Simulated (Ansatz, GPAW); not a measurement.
# Work function of a 8-layer slab of Cr(111) at several levels

How far do functional and basis move the work function of a 8-layer slab of Cr(111)?

Program: GPAW 26.7.0 and Ansatz 0.2.0. Level of theory: GPAW, PAW setups; slab in vacuum, in the first sound run; inputs show where later runs differ. Results are calculated unless marked as measured.

## Step 1: The structure

The cell holds 8 atoms: 8 Cr. Cell: a = 4.073 Å, b = 4.073 Å, c = 23.820 Å, α = 90.0°, β = 90.0°, γ = 60.0°. Vacuum lies along c.

## Step 2: Relaxing the atoms

The atoms are relaxed first, since the surface dipole, and with it the work function, follows the positions of the outer layers. The lowest 4 atoms are held at bulk positions and keep their forces.

The input, run.py:

```python
import json
import numpy as np
from ase import Atoms
from ase.constraints import FixAtoms
from ase.optimize import BFGS
from gpaw import GPAW, PW

slab = Atoms(
    ['Cr', 'Cr', 'Cr', 'Cr', 'Cr', 'Cr', 'Cr', 'Cr'],
    positions=[
        [4.07294, 2.35151, 9.00000],
        [0.00000, 0.00000, 9.83138],
        [2.03647, 1.17576, 10.66277],
        [4.07294, 2.35151, 11.49415],
        [0.00000, 0.00000, 12.32554],
        [2.03647, 1.17576, 13.15692],
        [4.07294, 2.35151, 13.98831],
        [0.00000, 0.00000, 14.81969]],
    cell=[[4.07294, 0.0, 0.0], [2.03647, 3.52727, 0.0], [0.0, 0.0, 23.81969]],
    pbc=[True, True, False])

slab.calc = GPAW(mode=PW(400), xc='PBE', kpts={'size': (9, 9, 1), 'gamma': True},
                 occupations={'name': 'fermi-dirac', 'width': 0.1}, nbands='160%',
                 convergence={'density': 0.0001}, maxiter=200,
                 poissonsolver={'dipolelayer': 'xy'},
                 symmetry={'tolerance': 1e-3, 'extra_ids': [1, 1, 1, 1, 0, 0, 0, 0]}, txt='slab.txt')
result = {}
slab.set_constraint(FixAtoms([0, 1, 2, 3]))
path = []
opt = BFGS(slab, maxstep=0.2)
opt.attach(lambda: path.append((slab.get_potential_energy(), slab.positions.tolist(), slab.get_forces().tolist())))
result['relaxed'] = bool(opt.run(fmax=0.05, steps=30))
result['path'] = path
energy = slab.get_potential_energy()
fermi = slab.calc.get_fermi_level()
v = slab.calc.get_electrostatic_potential().mean((0, 1)) - fermi
n = slab.calc.get_pseudo_density().mean((0, 1))
L = slab.cell[2, 2]
z = np.arange(len(v)) * L / len(v)
low, high = slab.positions[:, 2].min(), slab.positions[:, 2].max()
below, above = np.interp([low - 6.8, high + 6.8], z, v)
slopes = [np.interp(x, z, np.gradient(v, z)) for x in (low - 6.8, high + 6.8)]
eps = np.array([[slab.calc.get_eigenvalues(k, s) for k in range(len(slab.calc.get_ibz_k_points()))]
                for s in range(slab.calc.get_number_of_spins())]) - fermi
top, bottom = eps[eps < 0].max(), eps[eps > 0].min()
dipole = slab.get_dipole_moment()[2]
print(f'energy {energy:.4f} eV, Fermi level {fermi:.4f} eV, dipole {dipole:.5f} e A')
print(f'potential 6.8 A off the faces, from the Fermi level: lower {below:.4f} eV, upper {above:.4f} eV')
print(f'slope of the potential there: lower {slopes[0]:.5f}, upper {slopes[1]:.5f} eV/A')
print(f'nearest levels on the mesh: {top:.4f} and {bottom:.4f} eV')
print('magnetic moment', round(slab.get_magnetic_moment(), 3))
result.update(energy=energy, fermi=fermi, dipole=dipole, below=below, above=above, slopes=slopes, edges=[top, bottom],
              z=z.tolist(), v=v.tolist(), n=n.tolist(), positions=slab.positions.tolist(),
              forces=slab.get_forces(apply_constraint=False).tolist(), moments=slab.get_magnetic_moments().tolist())
json.dump(result, open('result.json', 'w'))
```

Started as:

```
> OMP_NUM_THREADS=1 OPENBLAS_NUM_THREADS=1 python run.py
```

The program printed:

```text
Step          Energy          fmax
BFGS:    0      -68.121111        1.768661
BFGS:    1      -68.182796        1.654547
BFGS:    2      -68.453306        0.542442
BFGS:    3      -68.460982        0.585357
BFGS:    4      -68.507317        0.423013
BFGS:    5      -68.516354        0.325447
BFGS:    6      -68.519994        0.259343
BFGS:    7      -68.522853        0.175061
BFGS:    8      -68.524894        0.127421
BFGS:    9      -68.525673        0.096711
BFGS:   10      -68.526068        0.092067
BFGS:   11      -68.526474        0.063784
BFGS:   12      -68.526747        0.032962
energy -68.3556 eV, Fermi level 0.1980 eV, dipole -0.01231 e A
potential 6.8 A off the faces, from the Fermi level: lower 3.9121 eV, upper 4.0871 eV
slope of the potential there: lower -0.00020, upper 0.00029 eV/A
nearest levels on the mesh: -0.0052 and 0.0104 eV
magnetic moment 0.0
```

It took 27 min on 1 thread of Arm Neoverse V1, shared host; peak memory 0.28 GiB.

This run has no spin polarisation, although Cr can carry a moment.

The steps of the relaxation:

```csv
step,energy less that of the first step (eV),largest force (eV/Å)
1,0.0000,1.7687
2,-0.0624,1.6545
3,-0.3372,0.5424
4,-0.3453,0.5854
5,-0.3958,0.4230
6,-0.4052,0.3254
7,-0.4084,0.2593
8,-0.4109,0.1751
9,-0.4128,0.1274
10,-0.4136,0.0967
11,-0.4139,0.0921
12,-0.4143,0.0638
13,-0.4144,0.0330
```

The atoms that moved most (Å):

```csv
atom,dx,dy,dz,length
Cr8,0.000,0.000,-0.348,0.348
Cr7,0.000,0.000,-0.185,0.185
Cr6,0.000,0.000,0.021,0.021
Cr5,0.000,0.000,-0.020,0.020
```

Final coordinates:

```xyz
8
Lattice="4.0729 0.0000 0.0000 2.0365 3.5273 0.0000 0.0000 0.0000 23.8197" Properties=species:S:1:pos:R:3
Cr    4.0729    2.3515    9.0000
Cr    0.0000    0.0000    9.8314
Cr    2.0365    1.1758   10.6628
Cr    4.0729    2.3515   11.4942
Cr    0.0000    0.0000   12.3054
Cr    2.0365    1.1758   13.1782
Cr    4.0729    2.3515   13.8029
Cr    0.0000    0.0000   14.4717
```

Numbers from this step:

- dipole along the normal: -0.01231 e·Å
- levels nearest the Fermi level on the mesh: -0.005202, 0.01043 eV from the Fermi level
- upper work function: 4.087 eV
- lower work function: 3.912 eV

The electrostatic potential energy of an electron (without an applied field's), less the Fermi level, planar mean by z:

```csv
z (Å),"electrostatic potential energy of an electron (without an applied field's), less the Fermi level, planar mean (eV)"
0.0,4.00
0.5,3.91
1.0,3.91
1.5,3.91
2.0,3.91
2.5,3.91
3.0,3.91
3.5,3.91
4.0,3.91
4.5,3.91
5.0,3.91
5.5,3.90
6.0,3.88
6.5,3.83
7.0,3.67
7.5,3.20
8.0,1.82
8.5,-2.42
9.0,-8.89
9.5,-9.90
10.0,-10.7
10.5,-10.9
11.0,-10.5
11.5,-11.4
12.0,-10.7
12.5,-10.7
13.0,-11.7
13.5,-13.9
14.0,-13.5
14.5,-10.3
15.0,-2.37
15.5,2.03
16.0,3.43
16.5,3.88
17.0,4.02
17.5,4.07
18.0,4.08
18.5,4.08
19.0,4.09
19.5,4.09
20.0,4.09
20.5,4.09
21.0,4.09
21.5,4.09
22.0,4.09
22.5,4.09
23.0,4.09
23.5,4.07
```

The pseudo valence density, planar mean oscillates, so the rows of the table below give means over windows of 0.85 Å about each position, cut where the curve ends. Its maxima inside the range that stand out by 2 % of the span (Å: e/Å³): 9.15: 0.445, 9.78: 0.520, 10.63: 0.526, 11.48: 0.536, 12.34: 0.537, 13.82: 0.617. Its minima: 9.36: 0.432, 10.21: 0.478, 11.06: 0.474, 11.91: 0.478, 12.76: 0.487.

Pseudo valence density, planar mean against z; means over each step:

z (Å), pseudo valence density, planar mean (e/Å³) and a bar:
```
     4.67      0.000 
     5.52      0.000 
     6.37      0.002 
     7.22      0.012 #
     8.07      0.086 #####
     8.92      0.370 ####################
     9.77      0.488 ##########################
    10.62      0.501 ###########################
    11.47      0.505 ###########################
    12.32      0.508 ###########################
    13.17      0.564 ##############################
    14.02      0.561 ##############################
    14.87      0.282 ###############
    15.72      0.044 ##
    16.57      0.006 
    17.42      0.001 
    18.27      0.000 
    19.12      0.000
```

The relaxation lowered the energy of the cell by 0.414 eV (energies extrapolated to zero smearing; the optimiser's log prints free energies). The largest force left on a free atom is 0.033 eV/Å.

## Step 3: The slab's potential

The work function is the vacuum plateau of the electrostatic potential less the Fermi level; a dipole layer lets the two faces have plateaus of their own.

Edit run.py of step 2 so:

```diff
@@ -3,4 +3,2 @@
 from ase import Atoms
-from ase.constraints import FixAtoms
-from ase.optimize import BFGS
 from gpaw import GPAW, PW
@@ -14,6 +12,6 @@
         [4.07294, 2.35151, 11.49415],
-        [0.00000, 0.00000, 12.32554],
-        [2.03647, 1.17576, 13.15692],
-        [4.07294, 2.35151, 13.98831],
-        [0.00000, 0.00000, 14.81969]],
+        [-0.00000, 0.00000, 12.30537],
+        [2.03647, 1.17576, 13.17822],
+        [4.07294, 2.35151, 13.80289],
+        [-0.00000, 0.00000, 14.47170]],
     cell=[[4.07294, 0.0, 0.0], [2.03647, 3.52727, 0.0], [0.0, 0.0, 23.81969]],
@@ -23,12 +21,6 @@
                  occupations={'name': 'fermi-dirac', 'width': 0.1}, nbands='160%',
-                 convergence={'density': 0.0001}, maxiter=200,
+                 convergence={'density': 1e-05}, maxiter=200,
                  poissonsolver={'dipolelayer': 'xy'},
-                 symmetry={'tolerance': 1e-3, 'extra_ids': [1, 1, 1, 1, 0, 0, 0, 0]}, txt='slab.txt')
+                 symmetry={'tolerance': 1e-3}, txt='slab.txt')
 result = {}
-slab.set_constraint(FixAtoms([0, 1, 2, 3]))
-path = []
-opt = BFGS(slab, maxstep=0.2)
-opt.attach(lambda: path.append((slab.get_potential_energy(), slab.positions.tolist(), slab.get_forces().tolist())))
-result['relaxed'] = bool(opt.run(fmax=0.05, steps=30))
-result['path'] = path
 energy = slab.get_potential_energy()
```

The program printed:

```text
energy -68.3556 eV, Fermi level 0.1981 eV, dipole -0.01287 e A
potential 6.8 A off the faces, from the Fermi level: lower 3.9119 eV, upper 4.0869 eV
slope of the potential there: lower -0.00014, upper 0.00022 eV/A
nearest levels on the mesh: -0.0052 and 0.0104 eV
magnetic moment 0.0
```

It took 3.1 min on 1 thread; peak memory 0.26 GiB.

Numbers from this step:

| Item | Value |
| --- | --- |
| dipole along the normal | -0.01287 e·Å |
| levels nearest the Fermi level on the mesh | -0.005207, 0.01043 eV from the Fermi level |

The electrostatic potential energy of an electron (without an applied field's), less the Fermi level, planar mean by z:

```csv
z (Å),"electrostatic potential energy of an electron (without an applied field's), less the Fermi level, planar mean (eV)"
0,4.00
1,3.91
2,3.91
3,3.91
4,3.91
5,3.91
6,3.88
7,3.67
8,1.82
9,-8.89
10,-10.7
11,-10.5
12,-10.7
13,-11.7
14,-13.5
15,-2.37
16,3.43
17,4.02
18,4.08
19,4.09
20,4.09
21,4.09
22,4.09
23,4.09
```

The pseudo valence density, planar mean oscillates, so the rows of the table below give means over windows of 0.85 Å about each position, cut where the curve ends. Its maxima inside the range that stand out by 2 % of the span (Å: e/Å³): 9.15: 0.445, 9.78: 0.520, 10.63: 0.526, 11.48: 0.536, 12.34: 0.537, 13.82: 0.617. Its minima: 9.36: 0.432, 10.21: 0.478, 11.06: 0.474, 11.91: 0.478, 12.76: 0.487.

Pseudo valence density, planar mean against z; means over each step:

```csv
z (Å),"pseudo valence density, planar mean (e/Å³)"
4.67,4.5e-5
5.52,2.9e-4
6.37,0.00186
7.22,0.0118
8.07,0.0861
8.92,0.370
9.77,0.488
10.62,0.501
11.47,0.505
12.32,0.508
13.17,0.564
14.02,0.562
14.87,0.282
15.72,0.0435
16.57,0.00607
17.42,8.6e-4
18.27,1.2e-4
19.12,1.7e-5
```

Force by atom:

```csv
atom,x (eV/Å),y (eV/Å),z (eV/Å),size
Cr1,0.00,0.00,1.54,1.54
Cr2,0.00,0.00,0.25,0.25
Cr3,0.00,0.00,-0.86,0.86
Cr4,0.00,0.00,-0.91,0.91
Cr5,0.00,0.00,-0.03,0.03
Cr6,0.00,0.00,-0.01,0.01
Cr7,0.00,0.00,-0.02,0.02
Cr8,0.00,0.00,0.03,0.03
```

The potential is flat to 2.2e-4 eV/Å where it is read, so the vacuum is wide enough.

## Step 4: Self-consistent run: xc = "RPBE"

The same geometry under RPBE, to see how far the functional moves the levels against the vacuum.

Edit run.py of step 3 so:

```diff
@@ -19,3 +19,3 @@
 
-slab.calc = GPAW(mode=PW(400), xc='PBE', kpts={'size': (9, 9, 1), 'gamma': True},
+slab.calc = GPAW(mode=PW(400), xc='RPBE', kpts={'size': (9, 9, 1), 'gamma': True},
                  occupations={'name': 'fermi-dirac', 'width': 0.1}, nbands='160%',
```

The program printed:

```text
energy -64.3222 eV, Fermi level 0.3354 eV, dipole -0.01348 e A
potential 6.8 A off the faces, from the Fermi level: lower 3.7559 eV, upper 3.9386 eV
slope of the potential there: lower -0.00015, upper 0.00023 eV/A
nearest levels on the mesh: -0.0034 and 0.0112 eV
magnetic moment 0.0
```

The job ended after 3 min (1 thread; peak memory 0.27 GiB).

Numbers from this step:

```yaml
dipole_along_the_normal: -0.01348 e·Å
levels_nearest_the_fermi_level_on_the_mesh: -0.003423, 0.01117 eV from the Fermi level
upper_work_function: 3.939 eV
lower_work_function: 3.756 eV
```

The electrostatic potential energy of an electron (without an applied field's), less the Fermi level, planar mean by z:

```csv
z (Å),"electrostatic potential energy of an electron (without an applied field's), less the Fermi level, planar mean (eV)"
0.0,3.85
0.5,3.76
1.0,3.76
1.5,3.76
2.0,3.76
2.5,3.76
3.0,3.76
3.5,3.76
4.0,3.76
4.5,3.75
5.0,3.75
5.5,3.74
6.0,3.73
6.5,3.67
7.0,3.51
7.5,3.04
8.0,1.68
8.5,-2.53
9.0,-8.98
9.5,-10.0
10.0,-10.8
10.5,-11.0
11.0,-10.6
11.5,-11.5
12.0,-10.8
12.5,-10.8
13.0,-11.8
13.5,-14.0
14.0,-13.6
14.5,-10.4
15.0,-2.48
15.5,1.90
16.0,3.28
16.5,3.72
17.0,3.87
17.5,3.91
18.0,3.93
18.5,3.94
19.0,3.94
19.5,3.94
20.0,3.94
20.5,3.94
21.0,3.94
21.5,3.94
22.0,3.94
22.5,3.94
23.0,3.94
23.5,3.92
```

Table of pseudo valence density, planar mean by z:

z (Å), pseudo valence density, planar mean (e/Å³) and a bar from the least value:
```
     0.00      0.000 
     0.64      0.000 
     1.28      0.000 
     1.91      0.000 
     2.55      0.000 
     3.19      0.000 
     3.83      0.000 
     4.47      0.000 
     5.10      0.000 
     5.74      0.000 
     6.38      0.002 
     7.02      0.006 
     7.66      0.025 #
     8.29      0.123 ######
     8.93      0.421 #####################
     9.57      0.469 ########################
    10.21      0.478 ########################
    10.85      0.504 ##########################
    11.48      0.537 ###########################
    12.12      0.514 ##########################
    12.76      0.486 #########################
    13.40      0.588 ##############################
    14.04      0.558 ############################
    14.67      0.395 ####################
    15.31      0.098 #####
    15.95      0.021 #
    16.59      0.005 
    17.23      0.001 
    17.86      0.000 
    18.50      0.000 
    19.14      0.000 
    19.78      0.000 
    20.42      0.000 
    21.05      0.000 
    21.69      0.000 
    22.33      0.000 
    22.97      0.000 
    23.61      0.000
```

Force by atom:

```csv
atom,x (eV/Å),y (eV/Å),z (eV/Å),size
Cr1,0.00,0.00,1.24,1.24
Cr2,0.00,0.00,0.14,0.14
Cr3,0.00,0.00,-0.93,0.93
Cr4,0.00,0.00,-0.94,0.94
Cr5,0.00,0.00,-0.10,0.10
Cr6,0.00,0.00,0.05,0.05
Cr7,0.00,0.00,0.14,0.14
Cr8,0.00,0.00,0.41,0.41
```

The upper face's work function is 3.939 eV, against 4.087 eV in the first plane-wave PBE run at this geometry.

## Step 5: Self-consistent run: xc = "revPBE"

The same geometry under revPBE, to see how far the functional moves the levels against the vacuum.

Edit run.py of step 4 so:

```diff
@@ -19,3 +19,3 @@
 
-slab.calc = GPAW(mode=PW(400), xc='RPBE', kpts={'size': (9, 9, 1), 'gamma': True},
+slab.calc = GPAW(mode=PW(400), xc='revPBE', kpts={'size': (9, 9, 1), 'gamma': True},
                  occupations={'name': 'fermi-dirac', 'width': 0.1}, nbands='160%',
```

The program printed:

```text
energy -65.1494 eV, Fermi level 0.3135 eV, dipole -0.01364 e A
potential 6.8 A off the faces, from the Fermi level: lower 3.7716 eV, upper 3.9562 eV
slope of the potential there: lower -0.00015, upper 0.00023 eV/A
nearest levels on the mesh: -0.0023 and 0.0104 eV
magnetic moment 0.0
```

The job ended after 3.1 min (1 thread; peak memory 0.26 GiB).

Numbers from this step:

* dipole along the normal: -0.01364 e·Å
* levels nearest the Fermi level on the mesh: -0.002276, 0.01037 eV from the Fermi level
* upper work function: 3.956 eV
* lower work function: 3.772 eV

The upper face's work function is 3.956 eV, against 4.087 eV in the first plane-wave PBE run at this geometry.

## Step 6: OptPBE vdW: xc = "optPBE-vdW"

The same geometry under optPBE-vdW, to see how far the functional moves the levels against the vacuum (the van der Waals functionals take revPBE setups).

Edit run.py of step 5 so:

```diff
@@ -19,3 +19,3 @@
 
-slab.calc = GPAW(mode=PW(400), xc='revPBE', kpts={'size': (9, 9, 1), 'gamma': True},
+slab.calc = GPAW(mode=PW(400), xc='optPBE-vdW', kpts={'size': (9, 9, 1), 'gamma': True},
                  occupations={'name': 'fermi-dirac', 'width': 0.1}, nbands='160%',
```

The program printed:

```text
energy -135.4665 eV, Fermi level 0.0673 eV, dipole -0.01068 e A
potential 6.8 A off the faces, from the Fermi level: lower 4.1163 eV, upper 4.2637 eV
slope of the potential there: lower -0.00016, upper 0.00024 eV/A
nearest levels on the mesh: -0.0151 and 0.0178 eV
magnetic moment 0.0
```

Wall time 3.5 min (1 thread); peak memory 0.49 GiB.

Numbers from this step:

- dipole along the normal: -0.01068 e·Å
- levels nearest the Fermi level on the mesh: -0.01512, 0.01778 eV from the Fermi level
- upper work function: 4.264 eV
- lower work function: 4.116 eV

Table of electrostatic potential energy of an electron (without an applied field's), less the Fermi level, planar mean by z:

```csv
z (Å),"electrostatic potential energy of an electron (without an applied field's), less the Fermi level, planar mean (eV)"
0.0,4.19
0.5,4.12
1.0,4.12
1.5,4.12
2.0,4.12
2.5,4.12
3.0,4.12
3.5,4.12
4.0,4.12
4.5,4.11
5.0,4.11
5.5,4.10
6.0,4.08
6.5,4.01
7.0,3.83
7.5,3.32
8.0,1.88
8.5,-2.40
9.0,-8.85
9.5,-9.86
10.0,-10.7
10.5,-10.8
11.0,-10.5
11.5,-11.3
12.0,-10.7
12.5,-10.7
13.0,-11.7
13.5,-13.9
14.0,-13.4
14.5,-10.2
15.0,-2.35
15.5,2.08
16.0,3.52
16.5,4.01
17.0,4.18
17.5,4.23
18.0,4.25
18.5,4.26
19.0,4.26
19.5,4.26
20.0,4.26
20.5,4.26
21.0,4.26
21.5,4.26
22.0,4.26
22.5,4.26
23.0,4.26
23.5,4.25
```

The upper face's work function is 4.264 eV, against 4.087 eV in the first plane-wave PBE run at this geometry.

## Step 7: Real-space grid: mode = "fd"

A real-space grid is a second complete basis, so it checks the plane-wave result.

Edit run.py of step 6 so:

```diff
@@ -3,3 +3,3 @@
 from ase import Atoms
-from gpaw import GPAW, PW
+from gpaw import GPAW
 
@@ -19,3 +19,3 @@
 
-slab.calc = GPAW(mode=PW(400), xc='optPBE-vdW', kpts={'size': (9, 9, 1), 'gamma': True},
+slab.calc = GPAW(mode='fd', h=0.18, xc='PBE', kpts={'size': (9, 9, 1), 'gamma': True},
                  occupations={'name': 'fermi-dirac', 'width': 0.1}, nbands='160%',
```

The program printed:

```text
energy -69.0451 eV, Fermi level -3.9957 eV, dipole -0.01398 e A
potential 6.8 A off the faces, from the Fermi level: lower 3.9078 eV, upper 4.0836 eV
slope of the potential there: lower -0.00001, upper 0.00001 eV/A
nearest levels on the mesh: -0.0065 and 0.0112 eV
magnetic moment 0.0
```

Run time: 13 min. Hardware: 1 thread; peak memory 0.94 GiB.

This step gave:

| Quantity | Value |
| --- | --- |
| dipole along the normal | -0.01398 e·Å |
| levels nearest the Fermi level on the mesh | -0.006524, 0.01125 eV from the Fermi level |
| upper work function | 4.084 eV |
| lower work function | 3.908 eV |

The upper face's work function is 4.084 eV, against 4.087 eV in the first plane-wave PBE run at this geometry.

## Step 8: Atomic orbitals: mode = "lcao"

Atom-centred orbitals end a few angstrom from the surface, which tests how much the density's tail matters.

Edit run.py of step 7 so:

```diff
@@ -19,4 +19,4 @@
 
-slab.calc = GPAW(mode='fd', h=0.18, xc='PBE', kpts={'size': (9, 9, 1), 'gamma': True},
-                 occupations={'name': 'fermi-dirac', 'width': 0.1}, nbands='160%',
+slab.calc = GPAW(mode='lcao', basis='dzp', h=0.18, xc='PBE', kpts={'size': (9, 9, 1), 'gamma': True},
+                 occupations={'name': 'fermi-dirac', 'width': 0.1}, nbands='120%',
                  convergence={'density': 1e-05}, maxiter=200,
```

The program printed:

```text
energy -65.0512 eV, Fermi level -3.6038 eV, dipole -0.01909 e A
potential 6.8 A off the faces, from the Fermi level: lower 3.4837 eV, upper 3.7239 eV
slope of the potential there: lower 0.00000, upper 0.00000 eV/A
nearest levels on the mesh: -0.0254 and 0.0029 eV
magnetic moment 0.0
```

Elapsed: 7.7 min, on 1 thread; peak memory 0.4 GiB.

This step gave:

* dipole along the normal: -0.01909 e·Å
* levels nearest the Fermi level on the mesh: -0.02540, 0.002892 eV from the Fermi level
* upper work function: 3.724 eV
* lower work function: 3.484 eV

The upper face's work function is 3.724 eV, against 4.087 eV in the first plane-wave PBE run at this geometry.

## Step 9: The ladder

Times are for 1 thread of Arm Neoverse V1, shared host. Results by setting:

```csv
no.,run,upper work function (eV),lower work function (eV),time,memory (GiB)
1,pw,4.087,3.912,3.1 min,0.26
2,RPBE,3.939,3.756,3 min,0.27
3,revPBE,3.956,3.772,3.1 min,0.26
4,optPBE vdW,4.264,4.116,3.5 min,0.49
5,fd,4.084,3.908,13 min,0.94
6,lcao,3.724,3.484,7.7 min,0.4
```

(Continued in part 2 of 2.)

[Logs are printed without paths, hosts, clocks, repeated set-up lines and the standing remarks that a program may print on its own settings, such as how far it seeks lower states.]

[Hosts, paths, dates, database ids (printed as entryN), source tags and the programs' standing remarks are cut or masked in the printed files.]
